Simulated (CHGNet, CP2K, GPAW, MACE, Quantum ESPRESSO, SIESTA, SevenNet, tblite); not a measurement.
# What went wrong? CP2K on H-capped Ge nanowire along [001] with a Si core (73 atoms)

Program: CP2K 2026.2, a calculation on a cell of 32 Ge, 13 Si and 28 H, with vacuum.

input.inp

```
&GLOBAL
  PROJECT cell
  RUN_TYPE ENERGY_FORCE
  PRINT_LEVEL LOW
&END GLOBAL
&FORCE_EVAL
  METHOD QS
  &DFT
    BASIS_SET_FILE_NAME BASIS_MOLOPT
    POTENTIAL_FILE_NAME GTH_POTENTIALS
    &MGRID
      CUTOFF 80
      REL_CUTOFF 50
    &END MGRID
    &QS
      EPS_DEFAULT 1.0E-12
    &END QS
    &SCF
      SCF_GUESS ATOMIC
      EPS_SCF 1.0E-06
      MAX_SCF 60
      ADDED_MOS 14
      &DIAGONALIZATION
        ALGORITHM STANDARD
      &END DIAGONALIZATION
      &SMEAR ON
        METHOD FERMI_DIRAC
        ELECTRONIC_TEMPERATURE [K] 580
      &END SMEAR
      &MIXING
        METHOD BROYDEN_MIXING
        ALPHA 0.3
        NBROYDEN 8
      &END MIXING
      &PRINT
        &RESTART OFF
        &END RESTART
      &END PRINT
    &END SCF
    &XC
      &XC_FUNCTIONAL PBE
      &END XC_FUNCTIONAL
    &END XC
    &PRINT
      &MULLIKEN ON
      &END MULLIKEN
      &HIRSHFELD ON
        SHAPE_FUNCTION DENSITY
      &END HIRSHFELD
      &MO ON
        EIGENVALUES T
        OCCUPATION_NUMBERS T
        MO_INDEX_RANGE 93 116
        &EACH
          QS_SCF 0
        &END EACH
        ADD_LAST NUMERIC
      &END MO
    &END PRINT
  &END DFT
  &SUBSYS
    &CELL
      A 26.50091 0.00000 0.00000
      B 0.00000 26.50091 0.00000
      C 0.00000 0.00000 5.65800
    &END CELL
    &COORD
      Ge 9.23159 7.30869 2.86538
      Ge 7.28351 9.09061 5.65591
      Ge 9.17011 9.18257 1.42316
      Ge 9.27505 11.16589 2.81463
      Ge 7.34208 11.24646 4.16910
      Ge 7.24614 13.26609 5.60493
      Si 9.25942 13.31247 1.31696
      Ge 9.24802 15.26558 2.81819
      Ge 7.15922 15.31647 4.20474
      Ge 7.28749 17.19856 5.61443
[... 59 atom lines left out ...]
      H 20.53741 13.24515 0.85492
      H 20.52628 15.23034 3.36142
      H 20.46851 17.25342 0.84378
      H 19.21952 18.48306 4.73631
    &END COORD
    &KIND Ge
      BASIS_SET DZVP-MOLOPT-SR-GTH-q4
      POTENTIAL GTH-PBE-q4
    &END KIND
    &KIND Si
      BASIS_SET DZVP-MOLOPT-SR-GTH-q4
      POTENTIAL GTH-PBE-q4
    &END KIND
    &KIND H
      BASIS_SET DZVP-MOLOPT-SR-GTH-q1
      POTENTIAL GTH-PBE-q1
    &END KIND
  &END SUBSYS
  &PRINT
    &FORCES ON
    &END FORCES
  &END PRINT
&END FORCE_EVAL
```

Launch:

```
> OMP_NUM_THREADS=1 cp2k.psmp -i input.inp > output.txt
```

Numbers of over 12 decimals in the logs are rounded to 6 here.

The program printed:

```text
CP2K| version string:                                       CP2K version 2026.2
 CP2K| Input file name                                                 input.inp
 GLOBAL| Basis set file name                                        BASIS_MOLOPT
 GLOBAL| Potential file name                                      GTH_POTENTIALS
 GLOBAL| Run type                                                   ENERGY_FORCE
 GLOBAL| Total number of message passing processes                             1
 GLOBAL| Number of threads for this process                                    1
 TOTAL NUMBERS AND MAXIMUM NUMBERS
  Total number of            - Atomic kinds:                                   3
                             - Atoms:                                         73
                             - Shell sets:                                    73
                             - Shells:                                       309
                             - Primitive Cartesian functions:                320
                             - Cartesian basis functions:                    770
[... lines left out ...]
                        Smear method:                                FERMI_DIRAC
[... lines left out ...]
 Number of electrons:                                                        208
[... lines left out ...]
  Step     Update method      Time    Convergence         Total energy    Change
[... lines left out ...]
  *** SCF run converged in    27 steps ***
[... lines left out ...]
  Fermi energy:                                                -0.050404
  Total energy:                                              -192.563740
  Total energy (extrapolated to T->0):                       -192.563740
[... lines left out ...]
 MO|     94              -0.124928              -3.399472               2.000000
 MO|     95              -0.123564              -3.362346               2.000000
[...]
MO|    115               0.014877               0.404816               0.000000
 MO|    116               0.016001               0.435413               0.000000
 MO| Sum:                                                             208.000000
 MO| E(Fermi):           -0.050404 a.u.         -1.371565 eV
 !-----------------------------------------------------------------------------!
                     Mulliken Population Analysis
 #  Atom  Element  Kind  Atomic population                           Net charge
       1     Ge       1          4.108592                             -0.108592
       2     Ge       1          4.015963                             -0.015963
       3     Ge       1          4.063779                             -0.063779
[...]
72     H        3          0.947720                              0.052280
      73     H        3          0.953929                              0.046071
 # Total charge                            208.000000                  0.000000
 !-----------------------------------------------------------------------------!
 !-----------------------------------------------------------------------------!
                           Hirshfeld Charges
  #Atom  Element  Kind  Ref Charge     Population                    Net charge
      1       Ge     1       4.000          3.906                         0.094
      2       Ge     1       4.000          3.890                         0.110
      3       Ge     1       4.000          3.994                         0.006
[...]
72       H      3       1.000          1.059                        -0.059
     73       H      3       1.000          1.048                        -0.048
  Total Charge                                                           -0.000
 !-----------------------------------------------------------------------------!
 ENERGY| Total FORCE_EVAL ( QS ) energy [hartree]           -192.563749
 FORCES| Atomic forces [hartree/bohr]
 FORCES|   Atom     x               y               z               |f|
 FORCES|      1  8.08846705E-03 -4.00819220E-02 -2.78141045E-02   4.94530907E-02
 FORCES|      2 -1.02252570E-02  5.73734515E-02  1.28391400E-02   5.96750562E-02
 FORCES|      3  2.16029293E-02  5.53902373E-03 -1.15788033E-02   2.51283908E-02
[...]
FORCES|     72  5.14371954E-01 -5.05462609E-01 -3.47274437E-01   8.00418947E-01
 FORCES|     73  1.93141542E-01  1.86021249E-01 -3.11620955E-01   4.11114559E-01
 FORCES| Sum    -1.46390620E+00 -3.57997788E-01 -2.22614823E+00
 FORCES| Total atomic force                                       2.68829308E+00
```

It took 99 s on 1 thread of Arm Neoverse V1, shared host; peak memory 0.67 GiB.

Banners, paths, timers and routine set-up lines are dropped from the logs unmarked, and long logs keep their key lines alone; longer cuts are marked.

Against a plane-wave PBE reference and this program's sound run:

- r.m.s. difference of force components: 9969 meV/Å
- longest difference of force vectors: 40680 meV/Å
- force difference over r.m.s. force: 1182 %
- slope of forces against the reference's: 1.62
- energy less the same-level run's: 58.76 meV/atom
- r.m.s. force difference from the same-level run: 9968 meV/Å

Why should this run not be trusted?

A grid cutoff far too low: cutoff 80 Ry. The sound run has cutoff 450 Ry.

The run converged all the same, so the exit status doesn't show the fault.

[Also dropped from logs without a mark: logging warnings of Python, and SIESTA's first energy breakdown and zero terms.]

[Logs are printed without paths, hosts, clocks, repeated set-up lines and the standing remarks that a program may print on its own settings, such as how far it seeks lower states.]

[Hosts, paths, dates, database ids (printed as entryN), source tags and the programs' standing remarks are cut or masked in the printed files.]
